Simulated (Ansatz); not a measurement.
# Ti (P6_3/mmc, 2 atoms in the cell): zone-centre modes under pressure

Wanted: Grüneisen parameters and pressure coefficients of the modes of Ti (P6_3/mmc, 2 atoms in the cell).

Calculated with Ansatz 0.2.0; DFT PBEsol, scalar-relativistic, plane waves, PAW; PAW set soft_1.

Most raw output is cut from this account.

## Step 1: Set-up

It takes space group P6_3/mmc (No. 194, hexagonal). Conventional cell: a = 2.950 Å, b = 2.950 Å, c = 4.680 Å, α = 90.00°, β = 90.00°, γ = 120.00°. Ti has 12 Ti at 2.89 to 2.95 Å nearest.

## Step 2: Relaxation

The cell and atoms are relaxed, since residual forces and stress would shift the frequencies.

input.yaml reads:

```yaml
crystal:
  lattice:
    - [2.95, 0.0, 0.0]
    - [-1.475, 2.5547749412, 0.0]
    - [0.0, 0.0, 4.68]
  atoms:
    - { symbol: Ti, position: [0.33333333, 0.66666667, 0.25] }
    - { symbol: Ti, position: [0.66666667, 0.33333333, 0.75] }
kpoints:
  mp_grid: { grid: [18, 18, 10] }
hamiltonian:
  xc: pbesol
  pseudopotentials: { kind: paw, azcp: { folder: soft_1 }, xc_functional: pbe }
scf:
  occupations: { method: gaussian, width: 0.1 }
output:
  forces: true
  stress: true
  eigenvalues: true
  write_density: true
  write_potential: true
  elf: true
  volumetric_format: npy
relax:
  adjacent_minimum: "off"
  f_tol: 0.005
  max_steps: 80
  cell: { stress_tol: 0.05 }
```

On the command line:

```bash
> ansatz run input.yaml --threads 4 --pin off --max-ram 10240MiB --backend cpu --events-out ev --progress --plain --runs-dir out
```

It took 5.7 s on 4 threads of INTEL XEON PLATINUM 8581C at 2.30GHz (Emerald Rapids), shared host; peak memory 0.5 GiB; 21 s of CPU time.

Step by step:

```
step  energy less that of the first step (eV)  largest force component (eV/Å)  pressure (GPa)  volume (Å³)
   1                                   0.0000                          0.0000           -5.82        35.27
   2                                   0.0253                          0.0000            9.23        31.22
   3                                  -0.0348                          0.0000           -0.55        33.59
   4                                  -0.0351                          0.0000            0.04        33.42
   5                                  -0.0351                          0.0000            0.00        33.43
  6*                                  -0.0348                          0.0000            0.02        33.43
```

Relaxation steps marked * repeat the geometry before them on a plane-wave basis chosen anew for their cell, so energy and pressure can jump there. Relaxation step 2 was tried and not accepted.

The run keeps the 24 symmetry operations that it works with, so distortions that break them were not tested.

```
conventional cell, symmetrised  before  after  change
                         a (Å)   2.950  2.900  -1.7 %
                         b (Å)   2.950  2.900  -1.7 %
                         c (Å)   4.680  4.591  -1.9 %
              volume (Å³/atom)   17.64  16.72  -5.2 %
```

The relaxed structure:

```cif
data_structure
_symmetry_space_group_name_H-M 'P 1'
_symmetry_Int_Tables_number 1
_cell_length_a 2.9000
_cell_length_b 2.9000
_cell_length_c 4.5905
_cell_angle_alpha 90.000
_cell_angle_beta 90.000
_cell_angle_gamma 120.000
_cell_volume 33.43
loop_
_atom_site_label
_atom_site_type_symbol
_atom_site_fract_x
_atom_site_fract_y
_atom_site_fract_z
_atom_site_occupancy
Ti1 Ti 0.33333 0.66667 0.25000 1
Ti2 Ti 0.66667 0.33333 0.75000 1
```

Numbers from this step:

- pressure: 0.01716 GPa
- volume per atom: 16.72 Å³
- gap on the k-mesh: 0 eV

ELF in the ac plane at fractional y = 0.333, with atoms of Ti within 0.2 Å of it. It is the smooth field of the valence electrons, not physical close to the nuclei.

Values, 22 rows by 15 columns, each cell a mean:
```
0.25 0.39 0.47 0.47 0.39 0.25 0.15 0.12 0.15 0.21 0.25 0.21 0.15 0.12 0.15
0.15 0.31 0.45 0.45 0.31 0.15 0.11 0.19 0.36 0.51 0.56 0.51 0.36 0.19 0.11
0.12 0.21 0.37 0.37 0.21 0.11 0.18 0.42 0.63 0.72 0.74 0.72 0.63 0.42 0.18
0.13 0.16 0.29 0.29 0.16 0.13 0.34 0.63 0.73 0.72 0.70 0.72 0.73 0.63 0.34
0.16 0.14 0.25 0.25 0.14 0.16 0.45 0.71 0.74 0.67 0.59 0.67 0.74 0.71 0.45
0.16 0.14 0.25 0.25 0.14 0.16 0.45 0.71 0.74 0.66 0.58 0.66 0.74 0.71 0.45
0.13 0.16 0.29 0.29 0.16 0.13 0.34 0.62 0.72 0.72 0.69 0.72 0.72 0.62 0.34
0.12 0.22 0.37 0.37 0.21 0.12 0.19 0.43 0.62 0.71 0.73 0.70 0.62 0.43 0.19
0.16 0.31 0.45 0.44 0.31 0.16 0.12 0.21 0.38 0.52 0.56 0.51 0.38 0.21 0.12
0.25 0.37 0.46 0.46 0.37 0.24 0.15 0.13 0.18 0.25 0.29 0.25 0.18 0.13 0.15
0.30 0.34 0.37 0.37 0.34 0.30 0.25 0.22 0.21 0.22 0.23 0.22 0.21 0.22 0.25
0.25 0.22 0.21 0.21 0.22 0.25 0.29 0.35 0.39 0.42 0.43 0.42 0.39 0.35 0.30
0.16 0.13 0.12 0.12 0.13 0.16 0.24 0.38 0.52 0.60 0.62 0.60 0.52 0.38 0.24
0.12 0.12 0.14 0.14 0.12 0.12 0.18 0.33 0.54 0.67 0.71 0.67 0.54 0.33 0.18
0.13 0.18 0.23 0.23 0.18 0.13 0.15 0.28 0.51 0.68 0.72 0.68 0.51 0.28 0.15
0.16 0.25 0.32 0.32 0.25 0.16 0.14 0.25 0.48 0.67 0.72 0.67 0.48 0.25 0.14
0.16 0.25 0.33 0.33 0.25 0.16 0.14 0.25 0.48 0.67 0.72 0.67 0.48 0.25 0.14
0.13 0.18 0.24 0.24 0.18 0.13 0.15 0.27 0.51 0.68 0.72 0.68 0.51 0.27 0.14
0.12 0.12 0.14 0.14 0.12 0.12 0.17 0.33 0.54 0.67 0.71 0.67 0.54 0.33 0.17
0.15 0.12 0.11 0.11 0.12 0.15 0.24 0.39 0.53 0.62 0.64 0.62 0.53 0.39 0.24
0.25 0.21 0.20 0.20 0.21 0.25 0.31 0.37 0.41 0.43 0.44 0.43 0.41 0.37 0.30
0.31 0.35 0.37 0.37 0.35 0.31 0.27 0.23 0.21 0.20 0.21 0.20 0.21 0.23 0.27
```
Columns run along a (2.9 Å), rows up along c (4.6 Å). Atoms in or near the plane, at fractional coordinates: Ti at (0.67, 0.75).

Valence density in the ac plane at fractional y = 0.333, with atoms of Ti within 0.2 Å of it. It is the smooth field of the valence electrons, not physical close to the nuclei.

Ten steps, logarithmic in the rise over the least value, from '0' (0 e/Å³) to '9' (12 e/Å³):
```
000000011222110
000000123454321
100001246777642
100001367898763
200002478999874
200002478999874
200002468999864
100001357888753
000000135666531
000000012333210
000000001111100
000000000000000
000000000000000
011110000000000
122211000000000
223322100000001
233332100000001
233332100000001
122221100000001
111111000000000
000000000000000
000000000000000
000000000111000
```
Columns run along a (2.9 Å), rows up along c (4.6 Å). Atoms in or near the plane, at fractional coordinates: Ti at (0.67, 0.75).

Electrostatic potential energy in the ac plane at fractional y = 0.333, with atoms of Ti within 0.2 Å of it. With pseudopotentials it is smooth inside the atoms' cores, unlike the true potential.

Ten even steps from '0' (-28 eV) to '9' (15 eV):
```
999999987666789
999999864323468
899998631000136
799997410000014
689986310000013
689986300000003
789987310000013
899998520000125
899998742111247
999999876545678
999999988878889
999999999999999
999999999999999
888888999999999
876678899999998
755557899999998
654456899999998
654456899999998
765567899999998
877778999999999
988889999999999
999999999999999
999999999888999
```
Columns run along a (2.9 Å; values clipped at the 3rd and 97th percentile), rows up along c (4.6 Å). Atoms in or near the plane, at fractional coordinates: Ti at (0.67, 0.75).

In this step the volume went from 17.64 to 16.72 Å³/atom.

## Step 3: Tight relaxation

Phonons need small forces and stress, so the relaxation is finished with tight tolerances on 18×18×12 k points.

input.yaml reads:

```yaml
crystal:
  lattice:
    - [2.9000080257, 0.0, 0.0]
    - [-1.4500040128, 2.5114806214, 0.0]
    - [0.0, 0.0, 4.5905126076]
  atoms:
    - { symbol: Ti, position: [0.3333333333, 0.6666666667, 0.25] }
    - { symbol: Ti, position: [0.6666666667, 0.3333333333, 0.75] }
kpoints:
  mp_grid: { grid: [18, 18, 12] }
hamiltonian:
  xc: pbesol
  pseudopotentials: { kind: paw, azcp: { folder: soft_1 }, xc_functional: pbe }
scf:
  occupations: { method: methfessel_paxton, width: 0.2 }
output:
  forces: true
  stress: true
  eigenvalues: true
relax:
  adjacent_minimum: "off"
  f_tol: 0.001
  max_steps: 60
  cell: { stress_tol: 0.01 }
```

It took 3.5 s on 4 threads; peak memory 0.5 GiB; 13 s of CPU time.

Little changed from the start: no atom moved by 0.005 Å and no cell edge by 0.1 %.

Numbers from this step:

```
pressure : -0.004890 GPa
```

The forces vanish by symmetry and the pressure is -0.005 GPa, within the tolerances set. The cell now holds 16.72 Å³/atom.

## Step 4: Modes at rest

The force constants come from the linear response of the density to a displacement.

The modes at rest are the reference of the series.

input.yaml, the sections that differ from step 3:

```yaml
crystal:
  lattice:
    - [2.9004419688, 0.0, 0.0]
    - [-1.4502209844, 2.5118564272, 0.0]
    - [0.0, 0.0, 4.5887404171]
  atoms:
    - { symbol: Ti, position: [0.3333333333, 0.6666666667, 0.25] }
    - { symbol: Ti, position: [0.6666666667, 0.3333333333, 0.75] }
output:
  eigenvalues: true
phonons:
  method: dfpt
# kpoints, hamiltonian, scf: as in step 3
# relax: removed
```

It took 15 s on 4 threads; peak memory 1.5 GiB; 52 s of CPU time.

This step gave:

```
sum-rule residual before enforcement                    : 1.05e-5 eV/Å²
point group                                             : 6/mmm
highest optical mode at the zone centre (no LO-TO term) : 192.1 cm⁻¹
lowest optical zone-centre mode                         : 127.8 cm⁻¹
```

Patterns of degenerate modes are one choice out of their space. Modes at Γ:

```
mode  frequency (cm⁻¹)  symmetry
   1               0.0  acoustic
   2               0.0  acoustic
   3               0.0  acoustic
   4             127.8       E2g
   5             127.8       E2g
   6             192.1       B1g
```

Displacements in mode 5 (127.8 cm⁻¹), the largest set to 1:
```
Ti1  0.00 -1.00  0.00
Ti2  0.00  1.00  0.00
```

Displacements in mode 6 (192.1 cm⁻¹), the largest set to 1:
```
Ti1  0.00  0.00 -1.00
Ti2  0.00  0.00  1.00
```

Before it was imposed, the acoustic sum rule was missed by 1.0e-5 eV/Å². Small misses are needed for a sound result but don't prove that mesh and cutoff are converged. The lowest optical mode is real, 128 cm⁻¹.

## Step 5: Relaxation of a member: 1.06 times the volume at rest

The cell is set to 1.06 times the volume at rest, and shape and atoms relax at that volume.

input.yaml, the sections that differ from step 4:

```yaml
crystal:
  lattice:
    - [2.9584170946, 0.0, 0.0]
    - [-1.4792085473, 2.5620643589, 0.0]
    - [0.0, 0.0, 4.6752938322]
  atoms:
    - { symbol: Ti, position: [0.3333333333, 0.6666666667, 0.25] }
    - { symbol: Ti, position: [0.6666666667, 0.3333333333, 0.75] }
output:
  forces: true
  stress: true
  eigenvalues: true
relax:
  adjacent_minimum: "off"
  f_tol: 0.001
  max_steps: 60
  cell: { stress_tol: 0.01, fix: [volume] }
# kpoints, hamiltonian, scf: as in step 4
# phonons: removed
```

The job ended after 3 s (4 threads; peak memory 0.51 GiB).

Little changed from the start: no atom moved by 0.005 Å and no cell edge by 0.1 %.

Numbers from this step:

```yaml
pressure: -6.297 GPa
volume_per_atom: 17.72 Å³
```

The forces vanish by symmetry, at a pressure of -6.30 GPa.

## Step 6: Zone-centre modes of the member: 1.06 times the volume at rest

The zone-centre modes follow for 1.06 times the volume at rest.

input.yaml, the sections that differ from step 5:

```yaml
crystal:
  lattice:
    - [2.9589134218, 0.0, 0.0]
    - [-1.4794567109, 2.5624941909, 0.0]
    - [0.0, 0.0, 4.6737254991]
  atoms:
    - { symbol: Ti, position: [0.3333333333, 0.6666666667, 0.25] }
    - { symbol: Ti, position: [0.6666666667, 0.3333333333, 0.75] }
output:
  eigenvalues: true
phonons:
  method: dfpt
# kpoints, hamiltonian, scf: as in step 5
# relax: removed
```

Elapsed: 15 s, on 4 threads; peak memory 1.5 GiB; 54 s of CPU time.

Numbers from this step:

```yaml
sum_rule_residual_before_enforcement: 1.45e-6 eV/Å²
highest_optical_mode_at_the_zone_centre_no_lo_to_term: 153.9 cm⁻¹
lowest_optical_zone_centre_mode: 130.2 cm⁻¹
```

Patterns of degenerate modes are one choice out of their space. Modes at Γ:

```
mode  frequency (cm⁻¹)  symmetry
   1               0.0  acoustic
   2               0.0  acoustic
   3               0.0  acoustic
   4             130.2       E2g
   5             130.2       E2g
   6             153.9       B1g
```

Displacements in mode 5 (130.2 cm⁻¹), the largest set to 1:
```
Ti1  0.00  1.00  0.00
Ti2  0.00 -1.00  0.00
```

Displacements in mode 6 (153.9 cm⁻¹), the largest set to 1:
```
Ti1  0.00  0.00  1.00
Ti2  0.00  0.00 -1.00
```

The lowest optical mode is real, 130 cm⁻¹, and the highest lies at 153.9 cm⁻¹.

Between step 4 and this run (volume ratio 1.06) the value for the highest optical mode at the zone centre (no LO-TO term) moves from 192 cm⁻¹ to 154 cm⁻¹ (-20 %).

## Step 7: A member of the series: 0.9 times the volume at rest

The cell is set to 0.9 times the volume at rest, and shape and atoms relax at that volume.

input.yaml, the sections that differ from step 6:

```yaml
crystal:
  lattice:
    - [2.797665886, 0.0, 0.0]
    - [-1.398832943, 2.4228497286, 0.0]
    - [0.0, 0.0, 4.4388724607]
  atoms:
    - { symbol: Ti, position: [0.3333333333, 0.6666666667, 0.25] }
    - { symbol: Ti, position: [0.6666666667, 0.3333333333, 0.75] }
output:
  forces: true
  stress: true
  eigenvalues: true
relax:
  adjacent_minimum: "off"
  f_tol: 0.001
  max_steps: 60
  cell: { stress_tol: 0.01, fix: [volume] }
# kpoints, hamiltonian, scf: as in step 6
# phonons: removed
```

Wall time 3.3 s (4 threads); peak memory 0.5 GiB.

Little changed from the start: no atom moved by 0.005 Å and no cell edge by 0.1 %.

This step gave:

* pressure: 15.14 GPa
* volume per atom: 15.04 Å³

The forces vanish by symmetry, at a pressure of 15.14 GPa.

## Step 8: Zone-centre modes of the member: 0.9 times the volume at rest

The zone-centre modes follow for 0.9 times the volume at rest.

input.yaml, the sections that differ from step 7:

```yaml
crystal:
  lattice:
    - [2.796807527, 0.0, 0.0]
    - [-1.3984037635, 2.4221063678, 0.0]
    - [0.0, 0.0, 4.4415975185]
  atoms:
    - { symbol: Ti, position: [0.3333333333, 0.6666666667, 0.25] }
    - { symbol: Ti, position: [0.6666666667, 0.3333333333, 0.75] }
output:
  eigenvalues: true
phonons:
  method: dfpt
# kpoints, hamiltonian, scf: as in step 7
# relax: removed
```

The job ended after 14 s (4 threads; peak memory 1.4 GiB).

This step gave:

```yaml
sum_rule_residual_before_enforcement: 1.35e-5 eV/Å²
highest_optical_mode_at_the_zone_centre_no_lo_to_term: 256.0 cm⁻¹
lowest_optical_zone_centre_mode: 112.8 cm⁻¹
```

Patterns of degenerate modes are one choice out of their space. Modes at Γ:

```
mode  frequency (cm⁻¹)  symmetry
   1               0.0  acoustic
   2               0.0  acoustic
   3               0.0  acoustic
   4             112.8       E2g
   5             112.8       E2g
   6             256.0       B1g
```

Displacements in mode 5 (112.8 cm⁻¹), the largest set to 1:
```
Ti1  0.00  1.00  0.00
Ti2  0.00 -1.00  0.00
```

Displacements in mode 6 (256.0 cm⁻¹), the largest set to 1:
```
Ti1  0.00  0.00 -1.00
Ti2  0.00  0.00  1.00
```

The lowest optical mode is real, 113 cm⁻¹, and the highest lies at 256.0 cm⁻¹.

For the highest optical mode at the zone centre (no LO-TO term), step 4 gave 192 cm⁻¹; this run, with volume ratio 0.9, gives 256 cm⁻¹ (+33 %).

## Step 9: The series together

The members are set side by side, also those not shown above.

Each row is one cell with its response, relaxed at fixed volume as far as symmetry leaves anything free; energies are extrapolated to zero smearing, and E0 is that at rest; shape and atoms are relaxed in each cell where symmetry leaves them free; all runs use 18×18×12 k points and Methfessel-Paxton smearing of 0.2 eV. State of the crystal along the series:

```
volume ratio  V (Å³/atom)  pressure (GPa)  E - E0 (meV/atom)  first cell vector (Å)  third cell vector (Å)
         0.9        15.04           15.14              73.26                  2.797                  4.442
        0.92        15.38           11.54              45.42                  2.818                  4.471
        0.94        15.71           8.255              24.77                  2.839                  4.501
        0.96        16.05           5.251              10.69                   2.86                   4.53
        0.98        16.38           2.504                2.6                   2.88                   4.56
        0.99        16.55           1.221             0.6447                   2.89                  4.574
           1        16.72        -0.00489                  0                    2.9                  4.589
        1.02        17.05          -2.296               2.41                   2.92                  4.617
        1.04        17.38          -4.388              9.393                   2.94                  4.646
        1.06        17.72          -6.297              20.55                  2.959                  4.674
```

Each mode is tracked from rest by its pattern, and modes that stay within 0.3 cm⁻¹ of each other stand once; shape and atoms are relaxed in each cell where symmetry leaves them free; all runs use 18×18×12 k points and Methfessel-Paxton smearing of 0.2 eV. Optical modes along the series:

```
V (Å³/atom)  mode 4 E2g (cm⁻¹)  mode 6 B1g (cm⁻¹)
      15.04              112.8                256
      15.38              117.5                243
      15.71              121.1              230.2
      16.05                124              217.5
      16.38              126.1              204.8
      16.55                127              198.4
      16.72              127.8              192.1
      17.05              128.9              179.5
      17.38              129.7              166.8
      17.72              130.2              153.9
```

From cubic fits (parabolas where under five rows exist) of ln ω and P against ln V through the rows within about 4 % of rest: γ = −d ln ω / d ln V and dω/dP = γ ω / B. Slopes at rest:

```
      mode  fitted frequency at rest (cm⁻¹)  Grüneisen parameter γ  dω/dP (cm⁻¹/GPa)
mode 4 E2g                            127.8                  -0.54             -0.57
mode 6 B1g                            192.1                   3.29              5.28
```

## Step 10: Summary of results

```yaml
members: 10
highest_optical_mode_at_the_zone_centre_no_lo_to_term_at_rest: 192.1 cm⁻¹
bulk_modulus_at_rest: 120 GPa
mode_4_e2g_gamma: -0.54
mode_6_b1g_gamma: 3.29
```

The series spans -6.3 to 15.1 GPa, and the slope at rest gives a bulk modulus of 120 GPa. Among the modes in the table of slopes γ runs from -0.54 (mode 4 E2g) to 3.29 (mode 6 B1g). A negative γ means that the mode softens under pressure. One k mesh and one cutoff serve the ground states and modes of all volumes. These are harmonic frequencies at zero temperature: anharmonic shifts, linewidths and thermal expansion are left out. With no gap, or one that is small against the smearing, the frequencies hang on the k mesh and the smearing, most of all near Kohn anomalies. The PAW files were made for PBE; the program adapts parts of them to the functional of the run, but their partial waves stay those of PBE, an approximation that was not tested in this session. Only the zone centre was solved, so an instability at another wavevector cannot show here.

[Logs are printed without paths, hosts, clocks, repeated set-up lines and the standing remarks that a program may print on its own settings, such as how far it seeks lower states.]

[Hosts, paths, dates, database ids (printed as entryN), source tags and the programs' standing remarks are cut or masked in the printed files.]
